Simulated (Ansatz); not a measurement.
**Stretching the linear Sn chain**

Wanted: energy, moment and open channels of the linear Sn chain from 12 % compression to 30 % stretch.

Program: Ansatz 0.2.0. Level of theory: DFT PBEsol, plane waves, PAW; relaxation of a chain's period, in the first sound run; inputs show where later runs differ. Results are calculated unless marked as measured.

### Step 1. Starting point

The cell holds 1 atom: 1 Sn. Cell: a = 7.500 Å, b = 7.500 Å, c = 2.585 Å, α = 90.0°, β = 90.0°, γ = 90.0°. Vacuum lies along a and b. The structure's axis is c.

Coordinates:

```cif
data_structure
_symmetry_space_group_name_H-M 'P 1'
_symmetry_Int_Tables_number 1
_cell_length_a 7.5000
_cell_length_b 7.5000
_cell_length_c 2.5854
_cell_angle_alpha 90.000
_cell_angle_beta 90.000
_cell_angle_gamma 90.000
_cell_volume 145.43
loop_
_atom_site_label
_atom_site_type_symbol
_atom_site_fract_x
_atom_site_fract_y
_atom_site_fract_z
_atom_site_occupancy
Sn1 Sn 0.50000 0.50000 0.00000 1
```

### Step 2. Relaxing the period

Band widths follow the bond lengths, so the chain is relaxed first. The atoms and the third cell vector are free; the box across stays fixed as vacuum. Moments are seeded so that a magnetic state can form if it lies lower. A Fermi-Dirac smearing is set since the result may be a metal. The pressure printed is a third of the stress's trace over the whole box, vacuum included; only the stress along the axis is relaxed.

input.yaml reads:

```yaml
crystal:
  lattice:
    - [7.5, 0.0, 0.0]
    - [0.0, 7.5, 0.0]
    - [0.0, 0.0, 2.5854]
  atoms:
    - { symbol: Sn, position: [0.5, 0.5, 0.0], spin: 0.5 }
magnetization:
  spin_polarized: true
kpoints:
  mp_grid: { grid: [1, 1, 31] }
scf:
  occupations: { method: fermi_dirac, width: 0.05 }
hamiltonian:
  xc: pbesol
relax:
  cell: { fix: [a, b, alpha, beta, gamma] }
  max_steps: 60
```

Launch:

```bash
$ ansatz run input.yaml --threads 4 --pin off --max-ram 8192MiB --backend cpu --events-out ev --progress --plain --runs-dir out
```

Numbers of over 12 decimals in the logs are rounded to 6 here.

The log of the run:

```text
Engine: ansatz 0.2.0, aarch64-unknown-linux-gnu
Pseudopotentials: kind: paw
Pseudopotential: Sn, paw, valence charge 14, recommended cutoff 420 eV (normal), Sn.paw.azcp
Functional definition: PBEsol
  exchange = pbesol_x
  correlation = pbesol_c
Crystal: 1 atoms, lattice volume = 145.429 Å³
Basis set: ecut = 420 eV, 2857 PW (Γ), exchange–correlation on 108×108×36 points (8 copies of the dense FFT grid, shifted against one another)
Bands: 12, of which v1, the nominal top of the filled ones, is band 7 counted from 1 (6 counted from 0)
Symmetry: 16 space group operations
Space group: P4/mmm (ITA 123), of the structure as read, at distance tolerance 5.3e-5 Å
Magnetic group: BNS 123.339 (UNI 999), of the structure as read, at distance tolerance 5.3e-5 Å
k-points: 16 of 31
Non-local potential: Sn, projectors of the file, l = 0: 2, l = 1: 2, l = 2: 2, l = 3: 2
PAW form: soft (Blöchl's): semilocal exchange-correlation on the pseudo side does not see the compensation charge
PAW frozen core: Sn, regenerated for the run's functional, and the local potential with it (the file was generated under x = pbe(κ = 0.804, μ = 0.219515), c = pbe(β = 0.066725))
PAW one-centre angular grid: Sn, 590 points (default); XC on 64 Gauss nodes
Initial density: superposition of atomic densities (neutral atoms: chi_scale 0, normalization atom)
Starting moments: Σ|m| = 0.5 μB on 1 of 1 site
Initial wavefunctions: pseudopotential atomic-orbital guess
Functional: x = pbesol(κ = 0.804, μ = 0.123457), c = pbesol(β = 0.046)
iter 1 solved again at ethr=1.34e-3 eV; its pass at ethr=3.10e-3 eV (dr2=1.87e-1 eV) is discarded
SCF iter   1: F=—  HF=-5948.206104 eV  |F-HF|=—  |Δ(HF+E_count)|=         —  Δρ=1.23e-2 (↑1.23e-2 ↓1.10e-2)  dr2=1.89e-1  dr2_m=1.57e-1  M=0.055 μB ∫|m|=0.055 μB  β_m=0.30  ethr=1.34e-3  ⟨swp⟩=1.0  Hψ=3453  notcnv=0
preconditioner: auto → none  [insulator: Δε(μ)=0.213 eV  Ē_g=9.006 eV  σ=0.050 eV  W_gap=0.52  n_scr=12 (ndim 8)  ℏωp=6.2 eV  f_vac=0.606  D(μ)=0.84/eV (n_scr^D=4)  ε∞_Penn≈1.5]
SCF iter   2: F=—  HF=-5948.170168 eV  |F-HF|=—  |Δ(HF+E_count)|=   3.59e-2  Δρ=8.42e-3 (↑8.42e-3 ↓7.81e-3)  dr2=6.58e-2  dr2_m=7.86e-2  M=0.046 μB ∫|m|=0.046 μB  β_m=0.30  ethr=1.34e-3  ⟨swp⟩=2.0  Hψ=481  notcnv=0
SCF iter   3: F=—  HF=-5948.152937 eV  |F-HF|=—  |Δ(HF+E_count)|=   1.72e-2  Δρ=5.59e-3 (↑5.31e-3 ↓5.59e-3)  dr2=8.41e-4  dr2_m=3.93e-2  M=0.038 μB ∫|m|=0.038 μB  β_m=0.30  ethr=4.70e-4  ⟨swp⟩=2.8  Hψ=708  notcnv=0
SCF iter   4: F=—  HF=-5948.156758 eV  |F-HF|=—  |Δ(HF+E_count)|=   3.82e-3  Δρ=3.91e-3 (↑3.78e-3 ↓3.91e-3)  dr2=1.60e-4  dr2_m=1.96e-2  M=0.032 μB ∫|m|=0.032 μB  β_m=0.30  ethr=6.01e-6  ⟨swp⟩=2.3  Hψ=699  notcnv=0
SCF iter   5: F=—  HF=-5948.158754 eV  |F-HF|=—  |Δ(HF+E_count)|=   2.00e-3  Δρ=2.73e-3 (↑2.70e-3 ↓2.73e-3)  dr2=2.85e-6  dr2_m=9.83e-3  M=0.026 μB ∫|m|=0.026 μB  β_m=0.30  ethr=1.15e-6  ⟨swp⟩=2.6  Hψ=544  notcnv=0
SCF iter   6: F=—  HF=-5948.159762 eV  |F-HF|=—  |Δ(HF+E_count)|=   1.01e-3  Δρ=1.92e-3 (↑1.92e-3 ↓1.92e-3)  dr2=2.60e-7  dr2_m=4.93e-3  M=0.022 μB ∫|m|=0.022 μB  β_m=0.30  ethr=2.04e-8  ⟨swp⟩=2.3  Hψ=614  notcnv=0
SCF iter   7: F=—  HF=-5948.160290 eV  |F-HF|=—  |Δ(HF+E_count)|=   5.28e-4  Δρ=1.36e-3 (↑1.36e-3 ↓1.36e-3)  dr2=2.28e-8  dr2_m=2.48e-3  M=0.018 μB ∫|m|=0.018 μB  β_m=0.30  ethr=1.86e-9  ⟨swp⟩=2.8  Hψ=664  notcnv=0
Mixer restart at iter 7: flushing history
spin-set hold released at iteration 7 (site moments contracting): the magnetisation degrees of freedom join the quasi-Newton model from the next iteration; the mixer history was flushed
SCF iter   8: F=—  HF=-5948.160571 eV  |F-HF|=—  |Δ(HF+E_count)|=   2.81e-4  Δρ=9.67e-4 (↑9.67e-4 ↓9.67e-4)  dr2=9.88e-9  dr2_m=1.25e-3  M=0.015 μB ∫|m|=0.015 μB  β_m=0.65  ethr=1.63e-10  ⟨swp⟩=3.5  Hψ=782  notcnv=0
SCF iter   9: F=—  HF=-5948.160915 eV  |F-HF|=—  |Δ(HF+E_count)|=   3.43e-4  Δρ=4.27e-5 (↑4.26e-5 ↓4.27e-5)  dr2=1.14e-9  dr2_m=2.43e-6  M=0.005 μB ∫|m|=0.005 μB  β_m=0.82  ethr=7.06e-11  ⟨swp⟩=4.0  Hψ=912  notcnv=0
SCF iter  10: F=—  HF=-5948.160926 eV  |F-HF|=—  |Δ(HF+E_count)|=   1.17e-5  Δρ=2.25e-5 (↑2.25e-5 ↓2.24e-5)  dr2=3.85e-10  dr2_m=6.74e-7  M=0.002 μB ∫|m|=0.003 μB  β_m=0.91  ethr=8.16e-12  ⟨swp⟩=5.2  Hψ=1252  notcnv=0
SCF iter  11: F=—  HF=-5948.160931 eV  |F-HF|=—  |Δ(HF+E_count)|=   4.23e-6  Δρ=1.54e-6 (↑1.50e-6 ↓1.54e-6)  dr2=3.26e-9  dr2_m=2.37e-9  M=0.000 μB ∫|m|=0.000 μB  β_m=0.95  ethr=2.75e-12  ⟨swp⟩=5.2  Hψ=1248  notcnv=0
SCF iter  12: F=—  HF=-5948.160931 eV  |F-HF|=—  |Δ(HF+E_count)|=   1.70e-8  Δρ=7.13e-7 (↑6.89e-7 ↓7.13e-7)  dr2=2.81e-9  dr2_m=4.84e-11  M=0.000 μB ∫|m|=0.000 μB  β_m=0.76  ethr=2.75e-12  ⟨swp⟩=4.0  Hψ=1012  notcnv=0
SCF iter  13: F=-5948.160931 eV  HF=-5948.160931 eV  |F-HF|=3.09e-11  |Δ(HF+E_count)|=   1.47e-9  Δρ=8.69e-8 (↑8.65e-8 ↓8.69e-8)  dr2=2.73e-13  dr2_m=9.96e-12  M=0.000 μB ∫|m|=0.000 μB  ethr=2.75e-12  ⟨swp⟩=3.0  Hψ=964  notcnv=0
WARN: the starting moments were not kept: the SCF closed with an absolute magnetisation of 5.6e-6 μB, where they sum to 0.5 μB in size (1 site). That is at most 0.1 of that sum. Measured as dr2_m measures the in/out step, that magnetisation stands 2.0e-12 eV from none, at or under the dr2_threshold of 1.0e-7 eV: it is no larger than a step whose dr2_m would equal this threshold. The system may hold no moment; this SC [...]
SCF 1 converged in 13 iterations: F = -5948.160931 eV  dr2 = 2.73e-13
  greatest PAW one-centre occupation: 0.992 electrons in one spin orbital (limit 2), on the Sn atom at site 0 (counted from 0), in its partial waves of l = 2
relax step   1: F+E_penalty+E_count = -5948.16093070 eV  Δ(F+E_penalty+E_count) = +0.000e0 eV  max|allowed force component| = 0.000e0 eV/Å  Δτ_max = 0.0000 Å  P = +1.104 GPa  Ω = 145.429 Å³  fix = [a, b, alpha, beta, gamma]  reactions: a +0.237, b +0.237 GPa  (13 SCF iters, dr2 threshold 1.00e-7 eV, accepted)
Crystal: 1 atoms, lattice volume = 152.373 Å³
Basis set: ecut = 420 eV, 3033 PW (Γ), exchange–correlation on 108×108×36 points (8 copies of the dense FFT grid, shifted against one another)
Initial density: handed on by an earlier stage of this run
Starting moments: Σ|m| = 0.5 μB on 1 of 1 site; this step starts from the density that it was given
Initial wavefunctions: those handed on with the density
iter 1 solved again at ethr=4.03e-5 eV; its pass at ethr=3.10e-3 eV (dr2=5.64e-3 eV) is discarded
SCF iter   1: F=—  HF=-5948.208148 eV  |F-HF|=—  |Δ(HF+E_count)|=         —  Δρ=8.61e-4 (↑8.23e-4 ↓8.61e-4)  dr2=5.89e-3  dr2_m=2.28e-4  M=-0.007 μB ∫|m|=0.008 μB  β_m=0.30  ethr=4.03e-5  ⟨swp⟩=1.7  Hψ=3326  notcnv=0
[...]
preconditioner: auto → LDOS  [metal: Δε(μ)=0.052 eV  Ē_g=8.393 eV  σ=0.050 eV  W_gap=0.25  n_scr=12 (ndim 8)  ℏωp=6.0 eV  f_vac=0.630  D(μ)=1.86/eV (n_scr^D=8)]
spin=Collinear: LDOS preconditioning applied to the charge; magnetization (m = ρ↑ − ρ↓) channel mixes plain (no charge-response kernel on spin).
SCF iter   2: F=—  HF=-5948.206895 eV  |F-HF|=—  |Δ(HF+E_count)|=   1.47e-6  Δρ=1.24e-5 (↑1.24e-5 ↓1.24e-5)  dr2=1.74e-7  dr2_m=2.14e-12  M=-0.000 μB ∫|m|=0.000 μB  β_m=0.56  ethr=2.80e-9  ⟨swp⟩=2.2  Hψ=576  notcnv=0
SCF iter   3: F=—  HF=-5948.206896 eV  |F-HF|=—  |Δ(HF+E_count)|=   3.33e-7  Δρ=1.90e-6 (↑1.90e-6 ↓1.90e-6)  dr2=3.05e-9  dr2_m=3.79e-13  M=-0.000 μB ∫|m|=0.000 μB  β_m=0.63  ethr=1.24e-9  ⟨swp⟩=2.4  Hψ=608  notcnv=0
SCF iter   4: F=—  HF=-5948.206896 eV  |F-HF|=—  |Δ(HF+E_count)|=   1.24e-8  Δρ=3.14e-7 (↑3.12e-7 ↓3.14e-7)  dr2=1.40e-10  dr2_m=6.82e-14  M=-0.000 μB ∫|m|=0.000 μB  β_m=0.76  ethr=2.18e-11  ⟨swp⟩=2.1  Hψ=458  notcnv=0
SCF iter   5: F=-5948.206896 eV  HF=-5948.206896 eV  |F-HF|=1.00e-11  |Δ(HF+E_count)|=   4.56e-9  Δρ=4.56e-8 (↑4.56e-8 ↓4.51e-8)  dr2=6.22e-12  dr2_m=1.04e-14  M=-0.000 μB ∫|m|=0.000 μB  ethr=1.00e-12  ⟨swp⟩=6.4  Hψ=1521  notcnv=0
the starting moments were not kept: the SCF closed with an absolute magnetisation of 5.8e-7 μB, where they sum to 0.5 μB in size (1 site). That is at most 0.1 of that sum. Measured as dr2_m measures the in/out step, that magnetisation stands 2.5e-14 eV from none, at or under the dr2_threshold of 1.0e-11 eV: it is no larger than a step whose dr2_m would equal this threshold.
SCF 3 converged in 5 iterations: F = -5948.206896 eV  dr2 = 6.22e-12
relax step   3: F+E_penalty+E_count = -5948.20689561 eV  Δ(F+E_penalty+E_count) = -4.060e-4 eV  max|allowed force component| = 0.000e0 eV/Å  Δτ_max = 0.0000 Å  P = +0.140 GPa  Ω = 152.373 Å³  fix = [a, b, alpha, beta, gamma]  reactions: a +0.236, b +0.236 GPa  stress off target by 5.28e-2 GPa on what of the cell is left free  SCF on the basis re-selected at this cell (its energy is not comparable with the rows above)  (5 SCF iters)
[...]
relax step   4: F+E_penalty+E_count = -5948.20694177 eV  Δ(F+E_penalty+E_count) = -4.616e-5 eV  max|allowed force component| = 0.000e0 eV/Å  Δτ_max = 0.0000 Å  P = +0.143 GPa  Ω = 152.246 Å³  energy of the carried Pulay correction = +7.750e-6 eV  fix = [a, b, alpha, beta, gamma]  reactions: a +0.237, b +0.237 GPa  (6 SCF iters, dr2 threshold 6.98e-9 eV, accepted)
[...]
relax step   5: F+E_penalty+E_count = -5948.20704281 eV  Δ(F+E_penalty+E_count) = -1.010e-4 eV  max|allowed force component| = 0.000e0 eV/Å  Δτ_max = 0.0000 Å  P = +0.164 GPa  Ω = 151.622 Å³  energy of the carried Pulay correction = +4.587e-5 eV  fix = [a, b, alpha, beta, gamma]  reactions: a +0.238, b +0.238 GPa  (7 SCF iters, accepted)
iter 1 solved again at ethr=6.19e-7 eV; its pass at ethr=3.10e-3 eV (dr2=8.66e-5 eV) is discarded
SCF iter   1: F=—  HF=-5948.206996 eV  |F-HF|=—  |Δ(HF+E_count)|=         —  Δρ=2.06e-6 (↑2.05e-6 ↓2.06e-6)  dr2=5.37e-9  dr2_m=8.76e-12  M=0.000 μB ∫|m|=0.000 μB  β_m=0.30  ethr=6.19e-7  ⟨swp⟩=3.4  Hψ=3706  notcnv=0
eigensolver tolerance schedule: the retry pair's looser diagonalisation over-reported the residual by 16135.66 of it (diagonalisation noise at an unbounded share of the residual, at the tolerance the schedule requests for it); recorded, not acted on — ethr = c·dr2/N_el stays at c = 1.0e-1
preconditioner: auto → LDOS  [metal: Δε(μ)=0.103 eV  Ē_g=8.434 eV  σ=0.050 eV  W_gap=0.46  n_scr=12 (ndim 8)  ℏωp=6.0 eV  f_vac=0.630  D(μ)=1.61/eV (n_scr^D=8)]
spin=Collinear: LDOS preconditioning applied to the charge; magnetization (m = ρ↑ − ρ↓) channel mixes plain (no charge-response kernel on spin).
SCF iter   2: F=—  HF=-5948.206996 eV  |F-HF|=—  |Δ(HF+E_count)|=   1.16e-7  Δρ=1.37e-6 (↑1.36e-6 ↓1.37e-6)  dr2=2.03e-9  dr2_m=6.72e-12  M=0.000 μB ∫|m|=0.000 μB  β_m=0.49  ethr=3.83e-11  ⟨swp⟩=3.1  Hψ=782  notcnv=0
SCF iter   3: F=—  HF=-5948.206996 eV  |F-HF|=—  |Δ(HF+E_count)|=   5.47e-9  Δρ=4.01e-7 (↑3.99e-7 ↓4.01e-7)  dr2=1.46e-10  dr2_m=3.30e-12  M=0.000 μB ∫|m|=0.000 μB  β_m=0.55  ethr=1.45e-11  ⟨swp⟩=2.2  Hψ=489  notcnv=0
SCF iter   4: F=-5948.206996 eV  HF=-5948.206996 eV  |F-HF|=2.09e-11  |Δ(HF+E_count)|=  6.53e-10  Δρ=7.39e-8 (↑6.99e-8 ↓7.39e-8)  dr2=9.02e-12  dr2_m=1.52e-12  M=0.000 μB ∫|m|=0.000 μB  ethr=1.00e-12  ⟨swp⟩=4.2  Hψ=1676  notcnv=0
the starting moments were not kept: the SCF closed with an absolute magnetisation of 7.5e-6 μB, where they sum to 0.5 μB in size (1 site). That is at most 0.1 of that sum. Measured as dr2_m measures the in/out step, that magnetisation stands 3.7e-12 eV from none, at or under the dr2_threshold of 1.0e-11 eV: it is no larger than a step whose dr2_m would equal this threshold.
SCF 6 converged in 4 iterations: F = -5948.206996 eV  dr2 = 9.02e-12
relax step   6: F+E_penalty+E_count = -5948.20699596 eV  Δ(F+E_penalty+E_count) = +4.686e-5 eV  max|allowed force component| = 0.000e0 eV/Å  Δτ_max = 0.0000 Å  P = +0.164 GPa  Ω = 151.622 Å³  fix = [a, b, alpha, beta, gamma]  reactions: a +0.238, b +0.238 GPa  stress off target by 1.75e-2 GPa on what of the cell is left free  SCF on the basis re-selected at this cell (its energy is not comparable with the rows above)  (4 SCF iters)
basis re-selected at this cell: Δ(F+E_penalty+E_count) = +4.686e-5 eV, ΔP = +0.000 GPa vs the last step (what re-selecting the basis moved, of the pressure what is left beyond the Pulay correction that the steps carried, after the strain that the cell walked since its last selection, with what the two solves' SCF thresholds leave and, on support functions, any second-order correction that the steps lacked; it is no measure of the basis error at this ecutwfc). This SCF's stress stands 1.75e-2 GPa from its target on what of the cell is left free (relax.cell.stress_tol is 5.00e-2 GPa) and its largest allowed force component is 0.00e0 eV/Å (relax.f_tol is 1.00e-2 eV/Å): [rest of the remark cut]
SCF converged after 4 iterations
Magnetization: 0.0000 μB (7.0000 up, 7.0000 down)
Absolute magnetization: 0.0000 μB (∫|ρ↑−ρ↓|, with the PAW one-centre terms)
Spin contamination: 0.0000 ħ² per cell (⟨S²⟩ above its minimum at these occupations)
Per-site moments (μB) at R_I (Å): [(2.1231957822335435e-6, 1.111891)]
Free energy (F): -5948.206996 eV
Harris-Foulkes:  -5948.206996 eV  (|F-HF|=2.09e-11)
Internal energy: -5948.194893 eV  (E = F + TS)
E sigma→0 (E₀):  -5948.200944 eV
Entropy (-TS):   -0.012103 eV (-12.103 meV/atom)
Fermi energy:    -1.783249 eV
--- Per-component energies (eV) ---
  E_band       = -252.623808
  E_kinetic    = 186.019016
  E_local      = -2519.578024  (includes V_loc(G=0)·N_el)
  E_nonlocal   = -30.767196
  E_hartree    = 1279.694288
  E_xc         = -377.941272
  E_vxc        = -94.992521  (∫ρ·V_xc dr)
  E_paw        = -4063.793755  (= ΣΔE_a)
  E_vpaw       = -352.693592  (= ΣTr[D̂ρ^β])
  E_aug_tail   = -0.000000  (compensation charges beyond the density's cutoff)
  E_ewald      = -422.112788
  E_core_change = 0.284840  (= ΣΔE_core)
  E_smearing   = -0.012103  (= −TS)
  E_closure    = 0.000000  (closes the sum)
  Σ components = -5948.206996   (vs F -5948.206996, Δ=0.00e0)
--- Forces (eV/Å), atoms counted from 1 ---
  atom   1  Sn     0.00000000     0.00000000     0.00000000
  max |Σ_I F_I| component: 0.00e0 eV/Å
--- Stress (GPa, compression-positive) ---
        0.237956       0.000000       0.000000
        0.000000       0.237956       0.000000
        0.000000       0.000000       0.017510
  P = ⅓ Tr σ = 0.1645 GPa (1.645 kbar)
--- Relaxed structure (4 steps of the walk, 4 accepted, 2 SCFs on fresh bases) ---
  F+E_penalty+E_count = -5948.20699596 eV   max|allowed force component| = 0.000e0 eV/Å   (the final SCF, on the basis selected at the relaxed cell)
  cell:  # Å, volume = 151.6215 Å³
    - [7.5, 0.0, 0.0]
    - [0.0, 7.5, 0.0]
    - [0.0, 0.0, 2.695494]
  atoms:
    - { symbol: Sn, position: [0.5, 0.5, 0.0] }
```

It took 7.5 s on 4 threads of Arm Neoverse V1, shared host; peak memory 0.41 GiB; 27 s of CPU time.

Relaxation path:

```tsv
step	energy less that of the first step (eV)	largest force component (eV/Å)	pressure (GPa)	volume (Å³)
1	0.0000	0.0000	1.10	145.43
2	-0.0456	0.0000	0.14	152.37
3*	-0.0460	0.0000	0.14	152.37
4	-0.0460	0.0000	0.14	152.25
5	-0.0461	0.0000	0.16	151.62
6*	-0.0461	0.0000	0.16	151.62
```

Relaxation steps marked * repeat the geometry before them on a plane-wave basis chosen anew for their cell, so energy and pressure can jump there.

```tsv
cell as run	before	after	change
c (Å)	2.585	2.695	+4.3 %
```

The relaxed structure:

```xyz
1
Lattice="7.5000 0.0000 0.0000 0.0000 7.5000 0.0000 0.0000 0.0000 2.6955" Properties=species:S:1:pos:R:3
Sn    3.7500    3.7500    0.0000
```

This step gave:

| Property | Result |
| --- | --- |
| energy at zero smearing | -5948.2009 eV |
| cell length along the wire | 2.695 Å |

The cell's length comes to 2.695 Å with no moment.

(Part 1 of 3 ends here.)

[Logs are printed without paths, hosts, clocks, repeated set-up lines and the standing remarks that a program may print on its own settings, such as how far it seeks lower states.]

[Hosts, paths, dates, database ids (printed as entryN), source tags and the programs' standing remarks are cut or masked in the printed files.]
